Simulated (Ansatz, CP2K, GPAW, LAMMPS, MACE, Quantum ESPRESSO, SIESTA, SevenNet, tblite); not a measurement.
**Other levels on amorphous 30In2O3-70HfO2 (mol %) (83 atoms)**

Density of this cell: 7.71 g/cm³. The cell holds 83 atoms: 14 In, 16 Hf and 53 O. Cell: a = 10.461 Å, b = 10.461 Å, c = 10.461 Å, α = 90.0°, β = 90.0°, γ = 90.0°. 83 atoms (14 Sc, 16 Zr, 53 O) placed at random at 4.52 g/cm³, melted at 5000 K for 10 ps at fixed volume with the Morse and Coulomb pair potential with partial charges (Pedone, Malavasi, Menziani, Cormack and Segre, J. Phys. Chem. B 110, 11780 (2006)). Quenched from 5000 K to 300 K at 200 K/ps and fixed volume, held 10 ps at zero pressure, then minimised at fixed cell. Then Sc was replaced by In, Zr was replaced by Hf and the cell scaled by 1.022 (the potential has no terms for the new elements, so the cell is a start for a DFT relaxation).

Geometry: as built.

The reference, a calculation:

```
method                                           : Kohn-Sham DFT, PBE, PAW, plane waves (Ansatz 0.2.0); cutoff 420 eV, Γ point, fermi-dirac smearing of 0.05 eV; PAW set soft_2
r.m.s. force component                           : 0.5312 eV/Å
longest force                                    : 2.005 eV/Å
pressure                                         : -6.938 GPa
gap (highest filled to lowest empty level) : 1.587 eV
SCF cycles                                       : 11
time                                             : 18 s on 8 threads of Arm Neoverse V1, shared host
CPU time                                         : 2.2 min
```

Runs, in no order:
A. QE PBE, sssp-1.3.0-efficiency, 60/480 Ry: Kohn-Sham DFT, PBE, SSSP efficiency 1.3.0 pseudopotentials, plane waves
B. SIESTA PBE, SZP, shift 0.01 Ry, mesh 500 Ry: Kohn-Sham DFT, PBE, PseudoDojo 0.4.1 norm-conserving pseudopotentials (converted to PSML), numerical atomic orbitals (SZP), diagonalisation
C. GPAW PBE, LCAO dzp, h 0.25 Å: Kohn-Sham DFT, PBE, PAW, atomic orbitals (dzp)
D. MACE MP-0b3 medium potential: machine-learned interatomic potential MACE MP-0b3 medium, trained on PBE(+U) plane-wave data
E. CP2K PBE, SZV-MOLOPT-SR, 600/50 Ry, OT DIIS: Kohn-Sham DFT, PBE, GTH-PBE pseudopotentials, Gaussian and plane waves, SZV-MOLOPT-SR-GTH, orbital transformation

Q: Order them from the smallest to the largest r.m.s. force difference.

A, D, B, E, C.

```tsv
run	Δ force, r.m.s. (meV/Å)	share of r.m.s. force (%)	CPU time
A. QE PBE, sssp-1.3.0-efficiency, 60/480 Ry	41.8	7.86	16 min
D. MACE MP-0b3 medium potential	90.8	17.1	9.3 s
B. SIESTA PBE, SZP, shift 0.01 Ry, mesh 500 Ry	130	24.5	6.3 min
E. CP2K PBE, SZV-MOLOPT-SR, 600/50 Ry, OT DIIS	420	79.2	9 min
C. GPAW PBE, LCAO dzp, h 0.25 Å	1060	200	3.3 min
```

Machine-learned potentials mimic data converged in k, so the reference's own k-point error enters their differences. The network of bonds at the start is that of the classical potential that made the cell, and needn't be the one that DFT or experiment would give. The electronic-structure runs sample only Γ, in a cell whose shortest periodic width is 10 Å.

[Logs are printed without paths, hosts, clocks, repeated set-up lines and the standing remarks that a program may print on its own settings, such as how far it seeks lower states.]

[Hosts, paths, dates, database ids (printed as entryN), source tags and the programs' standing remarks are cut or masked in the printed files.]
